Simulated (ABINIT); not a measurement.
# AlSbSe3 (Pm-3m): zone-centre phonons, part 2 of 3

Which modes does AlSbSe3 (Pm-3m) have at the zone centre?

ABINIT 10.8.3; DFT LDA, scalar-relativistic, plane waves, JTH PAW pseudopotentials.

So far. Step 4 (Relaxation): The volume changes by +0.8 % in this run and stands -5.4 % from the first cell. Step 6 (Linear response at Γ): The acoustic modes at Γ come out as far as 6.9 cm⁻¹ from zero, where they should vanish, a small numerical error. The lowest optical mode is imaginary, 114i cm⁻¹, an instability at this level and on this k mesh. The relaxed cell has a = 4.800 Å (conventional setting).

The structure was built from a prototype and need not be the compound's stable phase.

## 7. Zone-centre analysis

anaddb reads the merged derivatives and imposes the acoustic sum rule.

anaddb.abi reads:

```
ddb_filepath "gamma_DDB"
output_file "anaddb.abo"
outdata_prefix "anaddb"
asr 1
chneut 1
enunit 2
eivec 1
nph1l 1
qph1l 0.0 0.0 0.0 1.0
```

mrgddb.in reads:

```
gamma_DDB
merged
1
dfpt_gammao_DDB
```

Started as:

```console
$ mrgddb < mrgddb.in > mrgddb.log
$ OMP_NUM_THREADS=1 anaddb anaddb.abi > anaddb.log
```

anaddb.abo, the main output file:

```text
-outvars_anaddb: echo values of input variables ----------------------

 Miscellaneous information :
      enunit         2
       eivec         1
         asr         1
 First list of wavevector (reduced coord.) :
       nph1l         1
       qph1l
                     0.00000000E+00  0.00000000E+00  0.00000000E+00    1.000E+00

================================================================================

 read the DDB information and perform some checks

  ==== Info on the Cryst% object ====
 Real(R)+Recip(G) space primitive vectors, cartesian coordinates (Bohr,Bohr^-1):
 R(1)=  9.0697429  0.0000000  0.0000000  G(1)=  0.1102567  0.0000000  0.0000000
 R(2)=  0.0000000  9.0697429  0.0000000  G(2)=  0.0000000  0.1102567  0.0000000
 R(3)=  0.0000000  0.0000000  9.0697429  G(3)=  0.0000000  0.0000000  0.1102567
 Unit cell volume ucvol=  7.4607920E+02 bohr^3
 Angles (23,13,12)=  9.00000000E+01  9.00000000E+01  9.00000000E+01 degrees
 Time-reversal symmetry is present
 Reduced atomic positions [iatom, xred, symbol]:
    1)    0.0000000  0.0000000  0.0000000  Sb
    2)    0.5000000  0.5000000  0.5000000  Al
    3)    0.5000000  0.5000000  0.0000000  Se
    4)    0.5000000  0.0000000  0.5000000  Se
    5)    0.0000000  0.5000000  0.5000000  Se

 DDB file with 1 blocks has been read.

================================================================================

 Treat the first list of vectors

  Phonon wavevector (reduced coordinates) :  0.00000  0.00000  0.00000
 Phonon energies in Hartree :
  -5.194510E-04 -5.194510E-04 -5.194510E-04 -3.303660E-04 -3.303660E-04
  -3.303660E-04  0.000000E+00  0.000000E+00  0.000000E+00  2.169723E-04
   2.169723E-04  2.169723E-04  1.626924E-03  1.626924E-03  1.626924E-03
 Phonon energies in meV     :
- -1.413498E+01 -1.413498E+01 -1.413498E+01 -8.989717E+00 -8.989717E+00
- -8.989717E+00  0.000000E+00  0.000000E+00  0.000000E+00  5.904116E+00
-  5.904116E+00  5.904116E+00  4.427085E+01  4.427085E+01  4.427085E+01
 Phonon frequencies in cm-1    :
- -1.140063E+02 -1.140063E+02 -1.140063E+02 -7.250696E+01 -7.250696E+01
- -7.250696E+01  0.000000E+00  0.000000E+00  0.000000E+00  4.761990E+01
-  4.761990E+01  4.761990E+01  3.570685E+02  3.570685E+02  3.570685E+02
 Phonon frequencies in Thz     :
- -3.417823E+00 -3.417823E+00 -3.417823E+00 -2.173704E+00 -2.173704E+00
- -2.173704E+00  0.000000E+00  0.000000E+00  0.000000E+00  1.427609E+00
-  1.427609E+00  1.427609E+00  1.070464E+01  1.070464E+01  1.070464E+01
 Phonon energies in Kelvin  :
- -1.640297E+02 -1.640297E+02 -1.640297E+02 -1.043213E+02 -1.043213E+02
- -1.043213E+02  0.000000E+00  0.000000E+00  0.000000E+00  6.851442E+01
-  6.851442E+01  6.851442E+01  5.137419E+02  5.137419E+02  5.137419E+02

 Eigendisplacements
 (will be given, for each mode : in cartesian coordinates
   for each atom the real part of the displacement vector,
   then the imaginary part of the displacement vector - absolute values smaller than 1.0d-7 are set to zero)
  Mode number    1   Energy   -5.194510E-04
 Attention : low frequency mode.
   (Could be unstable or acoustic mode)
-  1  0.00000000E+00  0.00000000E+00  1.55006539E-03
-     0.00000000E+00  0.00000000E+00  0.00000000E+00
-  2  0.00000000E+00  0.00000000E+00  4.24639936E-04
-     0.00000000E+00  0.00000000E+00  0.00000000E+00
-  3  0.00000000E+00  0.00000000E+00 -1.29786191E-05
-     0.00000000E+00  0.00000000E+00  0.00000000E+00
-  4  0.00000000E+00  0.00000000E+00 -1.26113344E-03
-     0.00000000E+00  0.00000000E+00  0.00000000E+00
-  5  0.00000000E+00  0.00000000E+00 -1.26113344E-03
-     0.00000000E+00  0.00000000E+00  0.00000000E+00
  Mode number    2   Energy   -5.194510E-04
 Attention : low frequency mode.
   (Could be unstable or acoustic mode)
-  1  0.00000000E+00 -1.55006539E-03  0.00000000E+00
-     0.00000000E+00  0.00000000E+00  0.00000000E+00
-  2  0.00000000E+00 -4.24639936E-04  0.00000000E+00
-     0.00000000E+00  0.00000000E+00  0.00000000E+00
-  3  0.00000000E+00  1.26113344E-03  0.00000000E+00
-     0.00000000E+00  0.00000000E+00  0.00000000E+00
-  4  0.00000000E+00  1.29786191E-05  0.00000000E+00
-     0.00000000E+00  0.00000000E+00  0.00000000E+00
-  5  0.00000000E+00  1.26113344E-03  0.00000000E+00
-     0.00000000E+00  0.00000000E+00  0.00000000E+00
  Mode number    3   Energy   -5.194510E-04
 Attention : low frequency mode.
   (Could be unstable or acoustic mode)
-  1  1.55006539E-03  0.00000000E+00  0.00000000E+00
-     0.00000000E+00  0.00000000E+00  0.00000000E+00
-  2  4.24639936E-04  0.00000000E+00  0.00000000E+00
-     0.00000000E+00  0.00000000E+00  0.00000000E+00
-  3 -1.26113344E-03  0.00000000E+00  0.00000000E+00
-     0.00000000E+00  0.00000000E+00  0.00000000E+00
-  4 -1.26113344E-03  0.00000000E+00  0.00000000E+00
-     0.00000000E+00  0.00000000E+00  0.00000000E+00
-  5 -1.29786191E-05  0.00000000E+00  0.00000000E+00
-     0.00000000E+00  0.00000000E+00  0.00000000E+00
  Mode number    4   Energy   -3.303660E-04
 Attention : low frequency mode.
   (Could be unstable or acoustic mode)
-  1  0.00000000E+00  0.00000000E+00  0.00000000E+00
-     0.00000000E+00  0.00000000E+00  0.00000000E+00
-  2  0.00000000E+00  0.00000000E+00  0.00000000E+00
-     0.00000000E+00  0.00000000E+00  0.00000000E+00
-  3  0.00000000E+00  0.00000000E+00  0.00000000E+00
-     0.00000000E+00  0.00000000E+00  0.00000000E+00
-  4  0.00000000E+00  0.00000000E+00  1.86380890E-03
-     0.00000000E+00  0.00000000E+00  0.00000000E+00
-  5  0.00000000E+00  0.00000000E+00 -1.86380890E-03
-     0.00000000E+00  0.00000000E+00  0.00000000E+00
  Mode number    5   Energy   -3.303660E-04
 Attention : low frequency mode.
   (Could be unstable or acoustic mode)
-  1  0.00000000E+00  0.00000000E+00  0.00000000E+00
-     0.00000000E+00  0.00000000E+00  0.00000000E+00
-  2  0.00000000E+00  0.00000000E+00  0.00000000E+00
-     0.00000000E+00  0.00000000E+00  0.00000000E+00
-  3  0.00000000E+00 -1.86380890E-03  0.00000000E+00
-     0.00000000E+00  0.00000000E+00  0.00000000E+00
-  4  0.00000000E+00  0.00000000E+00  0.00000000E+00
-     0.00000000E+00  0.00000000E+00  0.00000000E+00
-  5  0.00000000E+00  1.86380890E-03  0.00000000E+00
-     0.00000000E+00  0.00000000E+00  0.00000000E+00
  Mode number    6   Energy   -3.303660E-04
 Attention : low frequency mode.
   (Could be unstable or acoustic mode)
-  1  0.00000000E+00  0.00000000E+00  0.00000000E+00
-     0.00000000E+00  0.00000000E+00  0.00000000E+00
-  2  0.00000000E+00  0.00000000E+00  0.00000000E+00
-     0.00000000E+00  0.00000000E+00  0.00000000E+00
-  3  1.86380890E-03  0.00000000E+00  0.00000000E+00
-     0.00000000E+00  0.00000000E+00  0.00000000E+00
-  4 -1.86380890E-03  0.00000000E+00  0.00000000E+00
-     0.00000000E+00  0.00000000E+00  0.00000000E+00
-  5  0.00000000E+00  0.00000000E+00  0.00000000E+00
-     0.00000000E+00  0.00000000E+00  0.00000000E+00
  Mode number    7   Energy    0.000000E+00
 Attention : low frequency mode.
   (Could be unstable or acoustic mode)
-  1  0.00000000E+00  0.00000000E+00 -1.19275865E-03
-     0.00000000E+00  0.00000000E+00  0.00000000E+00
-  2  0.00000000E+00  0.00000000E+00 -1.19265836E-03
-     0.00000000E+00  0.00000000E+00  0.00000000E+00
-  3  0.00000000E+00  0.00000000E+00 -1.19268380E-03
-     0.00000000E+00  0.00000000E+00  0.00000000E+00
-  4  0.00000000E+00  0.00000000E+00 -1.19275067E-03
-     0.00000000E+00  0.00000000E+00  0.00000000E+00
-  5  0.00000000E+00  0.00000000E+00 -1.19275067E-03
-     0.00000000E+00  0.00000000E+00  0.00000000E+00
  Mode number    8   Energy    0.000000E+00
 Attention : low frequency mode.
   (Could be unstable or acoustic mode)
-  1  0.00000000E+00  1.19275865E-03  0.00000000E+00
-     0.00000000E+00  0.00000000E+00  0.00000000E+00
-  2  0.00000000E+00  1.19265836E-03  0.00000000E+00
-     0.00000000E+00  0.00000000E+00  0.00000000E+00
-  3  0.00000000E+00  1.19275067E-03  0.00000000E+00
-     0.00000000E+00  0.00000000E+00  0.00000000E+00
-  4  0.00000000E+00  1.19268380E-03  0.00000000E+00
-     0.00000000E+00  0.00000000E+00  0.00000000E+00
-  5  0.00000000E+00  1.19275067E-03  0.00000000E+00
-     0.00000000E+00  0.00000000E+00  0.00000000E+00
  Mode number    9   Energy    0.000000E+00
 Attention : low frequency mode.
   (Could be unstable or acoustic mode)
-  1  1.19275865E-03  0.00000000E+00  0.00000000E+00
-     0.00000000E+00  0.00000000E+00  0.00000000E+00
-  2  1.19265836E-03  0.00000000E+00  0.00000000E+00
-     0.00000000E+00  0.00000000E+00  0.00000000E+00
-  3  1.19275067E-03  0.00000000E+00  0.00000000E+00
-     0.00000000E+00  0.00000000E+00  0.00000000E+00
-  4  1.19275067E-03  0.00000000E+00  0.00000000E+00
-     0.00000000E+00  0.00000000E+00  0.00000000E+00
-  5  1.19268380E-03  0.00000000E+00  0.00000000E+00
-     0.00000000E+00  0.00000000E+00  0.00000000E+00
  Mode number   10   Energy    2.169723E-04
-  1  0.00000000E+00  0.00000000E+00  8.24803009E-04
-     0.00000000E+00  0.00000000E+00  0.00000000E+00
-  2  0.00000000E+00  0.00000000E+00 -2.51553134E-03
-     0.00000000E+00  0.00000000E+00  0.00000000E+00
-  3  0.00000000E+00  0.00000000E+00 -1.70368538E-03
-     0.00000000E+00  0.00000000E+00  0.00000000E+00
-  4  0.00000000E+00  0.00000000E+00  6.45644620E-04
-     0.00000000E+00  0.00000000E+00  0.00000000E+00
-  5  0.00000000E+00  0.00000000E+00  6.45644620E-04
-     0.00000000E+00  0.00000000E+00  0.00000000E+00
  Mode number   11   Energy    2.169723E-04
-  1  0.00000000E+00 -8.24803009E-04  0.00000000E+00
-     0.00000000E+00  0.00000000E+00  0.00000000E+00
-  2  0.00000000E+00  2.51553134E-03  0.00000000E+00
-     0.00000000E+00  0.00000000E+00  0.00000000E+00
-  3  0.00000000E+00 -6.45644620E-04  0.00000000E+00
-     0.00000000E+00  0.00000000E+00  0.00000000E+00
-  4  0.00000000E+00  1.70368538E-03  0.00000000E+00
-     0.00000000E+00  0.00000000E+00  0.00000000E+00
-  5  0.00000000E+00 -6.45644620E-04  0.00000000E+00
-     0.00000000E+00  0.00000000E+00  0.00000000E+00
  Mode number   12   Energy    2.169723E-04
-  1  8.24803009E-04  0.00000000E+00  0.00000000E+00
-     0.00000000E+00  0.00000000E+00  0.00000000E+00
-  2 -2.51553134E-03  0.00000000E+00  0.00000000E+00
-     0.00000000E+00  0.00000000E+00  0.00000000E+00
-  3  6.45644620E-04  0.00000000E+00  0.00000000E+00
-     0.00000000E+00  0.00000000E+00  0.00000000E+00
-  4  6.45644620E-04  0.00000000E+00  0.00000000E+00
-     0.00000000E+00  0.00000000E+00  0.00000000E+00
-  5 -1.70368538E-03  0.00000000E+00  0.00000000E+00
-     0.00000000E+00  0.00000000E+00  0.00000000E+00
  Mode number   13   Energy    1.626924E-03
-  1  0.00000000E+00  0.00000000E+00  1.69115969E-06
-     0.00000000E+00  0.00000000E+00  0.00000000E+00
-  2  0.00000000E+00  0.00000000E+00 -3.52150892E-03
-     0.00000000E+00  0.00000000E+00  0.00000000E+00
-  3  0.00000000E+00  0.00000000E+00  1.61937033E-03
-     0.00000000E+00  0.00000000E+00  0.00000000E+00
-  4  0.00000000E+00  0.00000000E+00 -2.09320169E-04
-     0.00000000E+00  0.00000000E+00  0.00000000E+00
-  5  0.00000000E+00  0.00000000E+00 -2.09320169E-04
-     0.00000000E+00  0.00000000E+00  0.00000000E+00
  Mode number   14   Energy    1.626924E-03
-  1  0.00000000E+00  1.69115969E-06  0.00000000E+00
-     0.00000000E+00  0.00000000E+00  0.00000000E+00
-  2  0.00000000E+00 -3.52150892E-03  0.00000000E+00
-     0.00000000E+00  0.00000000E+00  0.00000000E+00
-  3  0.00000000E+00 -2.09320169E-04  0.00000000E+00
-     0.00000000E+00  0.00000000E+00  0.00000000E+00
-  4  0.00000000E+00  1.61937033E-03  0.00000000E+00
-     0.00000000E+00  0.00000000E+00  0.00000000E+00
-  5  0.00000000E+00 -2.09320169E-04  0.00000000E+00
-     0.00000000E+00  0.00000000E+00  0.00000000E+00
  Mode number   15   Energy    1.626924E-03
-  1  1.69115969E-06  0.00000000E+00  0.00000000E+00
-     0.00000000E+00  0.00000000E+00  0.00000000E+00
-  2 -3.52150892E-03  0.00000000E+00  0.00000000E+00
-     0.00000000E+00  0.00000000E+00  0.00000000E+00
-  3 -2.09320169E-04  0.00000000E+00  0.00000000E+00
-     0.00000000E+00  0.00000000E+00  0.00000000E+00
-  4 -2.09320169E-04  0.00000000E+00  0.00000000E+00
-     0.00000000E+00  0.00000000E+00  0.00000000E+00
-  5  1.61937033E-03  0.00000000E+00  0.00000000E+00
-     0.00000000E+00  0.00000000E+00  0.00000000E+00

 Analysis of degeneracies and characters (maximum tolerance=1.00E-06 a.u.)
 For each vibration mode, or group of modes if degenerate,
 the characters are given for each symmetry operation (see the list in the log file).
 Symmetry characters of vibration mode #   1
       degenerate with vibration modes #   2 to    3
  3.0 -3.0 -1.0  1.0 -1.0  1.0 -1.0  1.0  1.0 -1.0 -1.0  1.0  1.0 -1.0 -1.0  1.0
 -0.0  0.0  0.0 -0.0  0.0 -0.0 -0.0  0.0  1.0 -1.0 -1.0  1.0 -1.0  1.0  1.0 -1.0
 -0.0  0.0  0.0 -0.0 -0.0  0.0  0.0 -0.0  1.0 -1.0  1.0 -1.0 -1.0  1.0 -1.0  1.0
 Symmetry characters of vibration mode #   4
       degenerate with vibration modes #   5 to    6
  3.0 -3.0 -1.0  1.0 -1.0  1.0 -1.0  1.0 -1.0  1.0  1.0 -1.0 -1.0  1.0  1.0 -1.0
 -0.0  0.0  0.0 -0.0 -0.0  0.0  0.0 -0.0 -1.0  1.0  1.0 -1.0  1.0 -1.0 -1.0  1.0
 -0.0  0.0 -0.0  0.0  0.0 -0.0  0.0 -0.0 -1.0  1.0 -1.0  1.0  1.0 -1.0  1.0 -1.0
 Symmetry characters of vibration mode #   7
       degenerate with vibration modes #   8 to    9
  3.0 -3.0 -1.0  1.0 -1.0  1.0 -1.0  1.0  1.0 -1.0 -1.0  1.0  1.0 -1.0 -1.0  1.0
  0.0 -0.0 -0.0  0.0 -0.0  0.0 -0.0  0.0  1.0 -1.0 -1.0  1.0 -1.0  1.0  1.0 -1.0
  0.0 -0.0 -0.0  0.0 -0.0  0.0 -0.0  0.0  1.0 -1.0  1.0 -1.0 -1.0  1.0 -1.0  1.0
 Symmetry characters of vibration mode #  10
       degenerate with vibration modes #  11 to   12
  3.0 -3.0 -1.0  1.0 -1.0  1.0 -1.0  1.0  1.0 -1.0 -1.0  1.0  1.0 -1.0 -1.0  1.0
 -0.0  0.0 -0.0  0.0  0.0 -0.0  0.0 -0.0  1.0 -1.0 -1.0  1.0 -1.0  1.0  1.0 -1.0
 -0.0  0.0  0.0 -0.0  0.0 -0.0 -0.0  0.0  1.0 -1.0  1.0 -1.0 -1.0  1.0 -1.0  1.0
 Symmetry characters of vibration mode #  13
       degenerate with vibration modes #  14 to   15
  3.0 -3.0 -1.0  1.0 -1.0  1.0 -1.0  1.0  1.0 -1.0 -1.0  1.0  1.0 -1.0 -1.0  1.0
  0.0 -0.0  0.0 -0.0 -0.0  0.0 -0.0  0.0  1.0 -1.0 -1.0  1.0 -1.0  1.0  1.0 -1.0
  0.0 -0.0 -0.0  0.0 -0.0  0.0  0.0 -0.0  1.0 -1.0  1.0 -1.0 -1.0  1.0 -1.0  1.0
-
```

It took 0.52 s on 1 thread of Arm Neoverse V2, shared host.

This step gave:

```yaml
lowest_optical_zone_centre_mode: -114.0 cm⁻¹
```

No LO-TO term; unit eigenvectors of the mass-weighted matrix, from anaddb's displacements. The modes at Γ (shares of kinetic energy by element, %) (negative means imaginary):

```
mode  frequency (cm⁻¹)  symmetry  Sb %  Al %  Se %
   1            -114.0       T1u    53     1    46
   2            -114.0       T1u    53     1    46
   3            -114.0       T1u    53     1    46
   4             -72.5       T2u     0     0   100
   5             -72.5       T2u     0     0   100
   6             -72.5       T2u     0     0   100
   7               0.0  acoustic    32     7    61
   8               0.0  acoustic    32     7    61
   9               0.0  acoustic    32     7    61
  10              47.6       T1u    15    31    54
  11              47.6       T1u    15    31    54
  12              47.6       T1u    15    31    54
  13             357.1       T1u     0    61    39
  14             357.1       T1u     0    61    39
  15             357.1       T1u     0    61    39
```

Displacements in mode 1 (-114.0 cm⁻¹), the largest set to 1:
```
Sb1  0.00  0.00  1.00
Al2  0.00  0.00  0.27
Se3  0.00  0.00 -0.01
Se4  0.00  0.00 -0.81
Se5  0.00  0.00 -0.81
```

Displacements in mode 10 (47.6 cm⁻¹), the largest set to 1:
```
Sb1  0.00  0.00  0.33
Al2  0.00  0.00 -1.00
Se3  0.00  0.00 -0.68
Se4  0.00  0.00  0.26
Se5  0.00  0.00  0.26
```

The rule also moves an optical mode by 0.3 cm⁻¹.

[end of part 2 of 3]

[Host names and launcher messages were left out of these logs when they were recorded.]

[Logs are printed without paths, hosts, clocks, repeated set-up lines and the standing remarks that a program may print on its own settings, such as how far it seeks lower states.]

[Hosts, paths, dates, database ids (printed as entryN), source tags and the programs' standing remarks are cut or masked in the printed files.]
